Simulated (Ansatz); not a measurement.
# A failed many-body run on SiC (P6_3mc)

Aim: the G0W0 gap of SiC (P6_3mc). The first input has a fault.

Program: Ansatz 0.2.0. Level of theory: G0W0 on PBE, plane waves, PAW; PAW set soft_1. Results are calculated unless marked as measured.

### Step 1. The starting structure

Symmetry: P6_3mc, No. 186, hexagonal system. The conventional cell has a = 3.074 Å, b = 3.074 Å, c = 5.045 Å, α = 90.00°, β = 90.00°, γ = 120.00°. Nearest to Si lie 4 C at 1.88 to 1.90 Å. Nearest to C lie 4 Si at 1.88 to 1.90 Å. Farther neighbours are not listed.

The cell and positions are those that the Materials Project relaxed with its own functionals (PBE, PBE+U or r2SCAN), kept fixed.

### Step 2. First try

File input.yaml:

```yaml
crystal:
  lattice:
    - [3.0735139282, 0.0, 0.0]
    - [-1.5367569641, 2.6617411407, 0.0]
    - [0.0, 0.0, 5.04524771]
  atoms:
    - { symbol: Si, position: [0.33333333, 0.66666667, 0.4996024] }
    - { symbol: Si, position: [0.66666667, 0.33333333, 0.9996024] }
    - { symbol: C, position: [0.33333333, 0.66666667, 0.8753976] }
    - { symbol: C, position: [0.66666667, 0.33333333, 0.3753976] }
kpoints:
  mp_grid: { grid: [6, 6, 2] }
hamiltonian:
  xc: pbe
  pseudopotentials: { kind: paw, azcp: { folder: soft_1 } }
scf:
  occupations: { method: fixed }
gw:
  n_empty_bands: 4
  ecut_chi: 40
  qp_bands: [v2, c2]
  qp_kpoints: band_edges
  screening: { model: contour_deformation }
```

The run is started by

```sh
> ansatz run input.yaml --threads 3 --pin off --max-ram 92160MiB --backend cuda --events-out ev --progress --plain --runs-dir out --devices 1 --max-vram 13GiB
```

Numbers of over 12 decimals in the logs are rounded to 6 here.

The program printed:

```text
GPUs: using 1 of 1 available (devices: 1).
Engine: ansatz 0.2.0, x86_64-unknown-linux-gnu
Pseudopotentials: kind: paw
Pseudopotential: Si, paw, valence charge 4, recommended cutoff 420 eV (normal), soft_1/Si.paw.azcp
Pseudopotential: C, paw, valence charge 4, recommended cutoff 420 eV (normal), soft_1/C.paw.azcp
Functional definition: PBE
  parameter kappa = 0.804
  parameter beta = 0.066725
  exchange = pbe_x(kappa = kappa, mu = beta*pi^2/3)
  correlation = pbe_c(beta = beta)
device memory: the entry about to start is reckoned to put 0.8 GiB on a device that reports 34.9 GiB free (of which the cap on the GPU budget leaves the run 13.0 GiB)
GPU FFT provider: cuFFT
GPU libraries: cuBLAS 13.8.2, cuFFT 12.4.0, cuSOLVER 12.3.4
Crystal: 4 atoms, lattice volume = 41.275 Å³
Basis set: ecut = 420 eV, 785 PW (Γ)
Bands: 12, of which v1, the nominal top of the filled ones, is band 8 counted from 1 (7 counted from 0)
Symmetry: 12 space group operations
Space group: P63mc (ITA 186), of the structure as read, at distance tolerance 3.5e-5 Å
k-points: 14 of 72
Non-local potential: Si, projectors of the file, l = 0: 2, l = 1: 2, l = 2: 1
Non-local potential: C, projectors of the file, l = 0: 2, l = 1: 2, l = 2: 1
PAW form: soft (Blöchl's): semilocal exchange-correlation on the pseudo side does not see the compensation charge
PAW one-centre angular grid: Si, 110 points (default); XC on 64 Gauss nodes
PAW one-centre angular grid: C, 110 points (default); XC on 64 Gauss nodes
Initial density: superposition of atomic densities (chi_scale 0.1, normalization cell, long waves kept (reshape's long-wave potential 0.00 eV rms))
Initial wavefunctions: pseudopotential atomic-orbital guess
GPU buffer pool allocated for 20736 grid points (all kernels)
GPU transforms: local potential and band sums: pruned to the plane-wave sphere, on 24×24×36
Functional: x = pbe(κ = 0.804, μ = 0.219515), c = pbe(β = 0.066725)
SCF iter   1: F=—  HF=-1777.332618 eV  |F-HF|=—  |Δ(HF+E_count)|=         —  Δρ=1.39e-1  dr2=9.75e0  ethr=3.10e-3  ⟨swp⟩=4.3  Hψ=978  notcnv=0  defer=24
preconditioner: auto → none  [insulator: Δε(μ)=4.365 eV  Ē_g=12.803 eV  n_scr=2 (ndim 8)  ℏωp=23.1 eV  f_vac=0.000  ε∞_Penn≈4.3]
SCF iter   2: F=—  HF=-1774.449649 eV  |F-HF|=—  |Δ(HF+E_count)|=    2.88e0  Δρ=4.90e-2  dr2=6.06e-1  ethr=3.10e-3  ⟨swp⟩=3.7  Hψ=520  notcnv=0  defer=25
SCF iter   3: F=—  HF=-1774.303676 eV  |F-HF|=—  |Δ(HF+E_count)|=   1.46e-1  Δρ=1.96e-2  dr2=8.22e-2  ethr=3.10e-3  ⟨swp⟩=2.4  Hψ=334  notcnv=0  defer=25
SCF iter   4: F=—  HF=-1774.299388 eV  |F-HF|=—  |Δ(HF+E_count)|=   4.29e-3  Δρ=1.55e-3  dr2=7.26e-4  ethr=5.14e-4  ⟨swp⟩=2.0  Hψ=196  notcnv=0  defer=28
SCF iter   5: F=—  HF=-1774.299615 eV  |F-HF|=—  |Δ(HF+E_count)|=   2.27e-4  Δρ=2.50e-4  dr2=9.86e-6  ethr=4.54e-6  ⟨swp⟩=2.4  Hψ=301  notcnv=0  defer=28
SCF iter   6: F=—  HF=-1774.299626 eV  |F-HF|=—  |Δ(HF+E_count)|=   1.03e-5  Δρ=8.23e-5  dr2=1.70e-6  ethr=6.16e-8  ⟨swp⟩=2.0  Hψ=280  notcnv=0  defer=1
SCF iter   7: F=-1774.299625 eV  HF=-1774.299625 eV  |F-HF|=5.15e-8  |Δ(HF+E_count)|=   5.07e-7  Δρ=1.98e-5  dr2=9.10e-8  ethr=6.25e-10  ⟨swp⟩=3.9  Hψ=925  notcnv=0
SCF 1 converged in 7 iterations: F = -1774.299625 eV  dr2 = 9.10e-8
[...]
device memory: the entry about to start is reckoned to put 1.3 GiB on a device that reports 35.0 GiB free (of which the cap on the GPU budget leaves the run 13.0 GiB)
NSCF: frozen V_eff on 14 k-points
[...]
device memory: the entry about to start is reckoned to put 0.4 GiB on a device that reports 35.1 GiB free (of which the cap on the GPU budget leaves the run 13.0 GiB)
NSCF: frozen V_eff on 14 k-points, pencils in batches of 32, up to order 68
G₀W₀ screening: q 1/14
[... further progress lines ...]
SCF converged after 7 iterations
Free energy (F): -1774.299625 eV
Harris-Foulkes:  -1774.299625 eV  (|F-HF|=5.15e-8)
Internal energy: -1774.299625 eV  (E = F + TS)
E sigma→0 (E₀):  -1774.299625 eV
Fermi energy:    9.666810 eV
--- Per-component energies (eV) ---
  E_band       = 57.916448
  E_kinetic    = 267.190363
  E_local      = -192.343478  (includes V_loc(G=0)·N_el)
  E_nonlocal   = 90.335731
  E_hartree    = 64.567649
  E_xc         = -211.515037
  E_vxc        = -217.623235  (∫ρ·V_xc dr)
  E_paw        = -1223.289305  (= ΣΔE_a)
  E_vpaw       = -18.780587  (= ΣTr[D̂ρ^β])
  E_aug_tail   = 0.000106  (compensation charges beyond the density's cutoff)
  E_ewald      = -569.245654
  E_smearing   = -0.000000  (= −TS)
  E_closure    = 0.000000  (closes the sum)
  Σ components = -1774.299625   (vs F -1774.299625, Δ=0.00e0)
--- Band table (eV; the first three rows and the last of 14) ---
  k-point 0: bands = [... 4 lower, 8.3482, 9.5505, 9.6668, 9.6668, 14.4816, 15.8699, 16.3443, 16.3443]
  k-point 1: bands = [... 4 lower, 8.9538, 8.9538, 8.9538, 8.9538, 15.5716, 15.5716, 17.0257, 17.0257]
  k-point 2: bands = [... 4 lower, 7.6578, 8.0886, 9.1894, 9.3793, 14.5499, 16.4312, 16.7778, 16.9848]
  k-point 13: bands = [... 4 lower, 4.0131, 4.0131, 7.9233, 7.9233, 14.7413, 14.7413, 15.6837, 15.6837]
--- G₀W₀: contour deformation, 5 samples at zero and on the imaginary axis and 1 off it, 72 q-points, 4 empty bands' worth ---
  eigenvalues of the whole cell's RPA ε∞ on this k-mesh (on a slab, of 1 + 4πα/V) = 6.1801, 6.3382, 6.3382; static W/v taken at q = 0 is 0.159972
  bands read: the sum over 12 bands ends inside a degenerate multiplet in 1 slot, whose members it reads at an even weight; the widest, k=1: bands 11 to 14 (counted from 1) at 2/4 each
  gw.qp_kpoints: band_edges: 11 of 14 stored k-points solved, in 1 pass; an edge of the gap read off the rows below is read off those points alone
    valence top: of the k-points left out ik 8 came nearest to being solved in a further pass, in band 8 (counted from 1, as in the quasiparticle table): it holds the edge there only if its correction is more favourable than any solved in that band by at least 1.257 eV; those differ by 0.719 eV
    conduction bottom: of the k-points left out ik 10 came nearest to being solved in a further pass, in band 9 (counted from 1, as in the quasiparticle table): it holds the edge there only if its correction is more favourable than any solved in that band by at least 1.154 eV; those differ by 0.852 eV
  `?` marks the rows in doubt; gw_qp.tsv's column doubts and the gw_qp event give each row's grounds
    ik  band        ε_KS         Σx   Σc(E_QP)       V_xc       Z   E_QP_lin       E_QP  E_QP is
     0     7      9.6668   -18.3760     3.3459   -15.8119  0.8172    10.4429    10.4486  root
     0     8      9.6668   -18.3760     3.3459   -15.8119  0.8172    10.4429    10.4486  root
     0     9     14.4816    -9.2277    -2.7157   -14.5061  0.8445    17.1140    17.0442  root
     0    10     15.8699    -9.2111    -2.9678   -15.0291  0.8356    18.8482    18.7200  root ?
     1     7      8.9538   -18.5120     3.4314   -15.6870  0.8111     9.5565     9.5602  root
     1     8      8.9538   -18.5120     3.4314   -15.6870  0.8111     9.5565     9.5602  root
     1     9     15.5716    -8.8790    -2.7220   -14.4344  0.8456    18.5028    18.4050  root
     1    10     15.5716    -8.8790    -2.7220   -14.4344  0.8456    18.5028    18.4050  root
     2     7      9.1894   -18.3456     3.3342   -15.6667  0.8102     9.8405     9.8447  root
     2     8      9.3793   -18.5302     3.3979   -15.8352  0.8144    10.0775    10.0823  root
     2     9     14.5499    -7.9412    -2.5477   -13.1030  0.8504    17.2386    17.1640  root
     2    10     16.4312    -8.4766    -2.9008   -14.4190  0.8369    19.6128    19.4728  root ?
     3     7      8.4031   -18.4323     3.4963   -15.4317  0.8056     8.8961     8.8988  root
     3     8      8.4031   -18.4323     3.4963   -15.4317  0.8056     8.8961     8.8988  root
     3     9     15.0491    -7.5219    -2.5505   -12.8332  0.8502    17.9040    17.8100  root
     3    10     15.0491    -7.5219    -2.5505   -12.8332  0.8502    17.9040    17.8100  root
[...]
12    10     17.8402    -6.7519    -3.0764   -12.8838  0.8110    20.9643    20.8957  root
    13     7      7.9233   -18.7431     3.6563   -15.4969  0.7974     8.3313     8.3334  root
    13     8      7.9233   -18.7431     3.6563   -15.4969  0.7974     8.3313     8.3334  root
    13     9     14.7413    -7.8343    -2.6500   -13.1502  0.8493    17.4886    17.4071  root
    13    10     14.7413    -7.8343    -2.6500   -13.1502  0.8493    17.4886    17.4071  root
```

The job ended after 9.8 s (1 × NVIDIA H100 80GB HBM3 (shared by 6 runs) with 3 threads of AMD EPYC 7R13 (Zen 3), shared host; peak memory 0.97 GiB).

**Diagnosis.**

The run ended normally, though the input holds a fault or crude settings.

The fault: four empty bands in G0W0. The sums over empty states are cut off almost at the gap, so screening and correlation are far from complete.

It printed a gap of 3.47 eV, which is an artefact of the settings.

### Step 3. A better input

G0W0 replaces the xc potential by the self-energy, built once from these orbitals. Only a window of levels is corrected, while the sums run over the empty bands that the input names. This step takes PAW set soft_1 files.

input.yaml: that of step 2 with these lines changed.

```diff
@@ -11,3 +11,3 @@
 kpoints:
-  mp_grid: { grid: [6, 6, 2] }
+  mp_grid: { grid: [6, 6, 4] }
 hamiltonian:
@@ -18,4 +18,4 @@
 gw:
-  n_empty_bands: 4
-  ecut_chi: 40
+  n_empty_bands: 123
+  ecut_chi: 120
   qp_bands: [v2, c2]
```

The program printed:

```text
GPUs: using 1 of 1 available (devices: 1).
[...]
GPU FFT provider: cuFFT
GPU libraries: cuBLAS 13.8.2, cuFFT 12.4.0, cuSOLVER 12.3.4
Crystal: 4 atoms, lattice volume = 41.275 Å³
Basis set: ecut = 420 eV, 785 PW (Γ)
Bands: 12, of which v1, the nominal top of the filled ones, is band 8 counted from 1 (7 counted from 0)
[... 1 set-up line as in the run before ...]
[...]
k-points: 21 of 144 (time reversal used)
[...]
GPU buffer pool allocated for 20736 grid points (all kernels)
[...]
SCF iter   1: F=—  HF=-1777.330936 eV  |F-HF|=—  |Δ(HF+E_count)|=         —  Δρ=1.39e-1  dr2=9.76e0  ethr=3.10e-3  ⟨swp⟩=4.4  Hψ=1469  notcnv=0  defer=36
[...]
SCF iter   7: F=-1774.295312 eV  HF=-1774.295312 eV  |F-HF|=4.90e-9  |Δ(HF+E_count)|=   1.54e-7  Δρ=7.05e-6  dr2=1.11e-8  ethr=6.25e-10  ⟨swp⟩=5.8  Hψ=1280  notcnv=0
SCF 1 converged in 7 iterations: F = -1774.295312 eV  dr2 = 1.11e-8
[...]
0     7      9.6660   -18.3642     2.0896   -15.8111  0.7907     9.2011     9.2025  root
     0     8      9.6660   -18.3642     2.0896   -15.8111  0.7907     9.2011     9.2025  root
     0     9     14.4813    -9.2037    -4.7196   -14.5076  0.8043    15.0682    15.0656  root
     0    10     15.8703    -9.2913    -5.1495   -15.0286  0.7873    16.4618    16.4581  root
     1     7      9.4441   -18.4251     2.1608   -15.7761  0.7900     8.9544     8.9560  root
     1     8      9.4441   -18.4251     2.1608   -15.7761  0.7900     8.9544     8.9560  root
     1     9     14.7627    -9.1140    -4.7816   -14.4883  0.8032    15.3581    15.3554  root
     1    10     16.4636    -7.6536    -5.0768   -13.3398  0.7994    17.0767    17.0730  root
[...]
20     7      7.9245   -18.6496     2.5370   -15.4976  0.7834     7.3063     7.3096  root
    20     8      7.9245   -18.6496     2.5370   -15.4976  0.7834     7.3063     7.3096  root
    20     9     14.7419    -7.9195    -4.7005   -13.1495  0.8086    15.2736    15.2714  root
    20    10     14.7419    -7.9195    -4.7005   -13.1495  0.8086    15.2736    15.2714  root
[key lines of the parts left out:]
SCF converged after 7 iterations
Free energy (F): -1774.295312 eV
Fermi energy:    9.665993 eV
```

Elapsed: 13 s, on 1 × NVIDIA H100 80GB HBM3 (shared by 6 runs) with 3 threads; peak memory 1.1 GiB; 17 s of CPU time.

This step gave:

| Item | Value |
| --- | --- |
| bands summed | 131 |
| RPA ε∞ on this mesh (eigenvalues) | 6.819, 6.937, 6.937 |
| plane waves in the screening matrix | 135 |
| q-points in the mesh | 144 |
| G0W0 gap on the mesh | 2.988 eV |
| k of the valence top | 0, 0, 0 |
| k of the conduction bottom | 0.3333, 0.3333, 0 |
| starting gap on the mesh | 2.271 eV |
| Z at the valence top | 0.7907 |
| Z at the conduction bottom | 0.8219 |
| least direct G0W0 gap on the computed points | 4.922 eV |

The gap on the mesh goes from 2.27 eV to 2.99 eV, a correction of +0.72 eV. Between the two edge states, bare exchange in place of the xc potential would open the gap by 6.90 eV, and correlation takes back 6.18 eV.

### Step 4. Results

```
first try  : converged after 9.8 s
better run : G0W0 gap on the mesh 2.99 eV (6×6×4 mesh, 123 empty bands, screening to 120 eV, PAW set soft_1 files)
```

In words: The second run differs in: mesh, empty bands and screening cutoff (eV). Bands and cutoff are finite, so the gap is not at the basis limit. The miss can reach some tenths of an eV and take either sign; the mesh is an error of its own.

[Paths, hosts, dates, memory and timing lines, banners, echoed tables and standing remarks are left out of the program output.]

[Logs are printed without paths, hosts, clocks, repeated set-up lines and the standing remarks that a program may print on its own settings, such as how far it seeks lower states.]

[Runs of the session that timed out or met a known fault of the program may be left out.]

[Cells called generated may have been cut or substituted from an entry of the Crystallography Open Database or the Materials Project.]

[Hosts, paths, dates, database ids (printed as entryN), source tags and the programs' standing remarks are cut or masked in the printed files.]
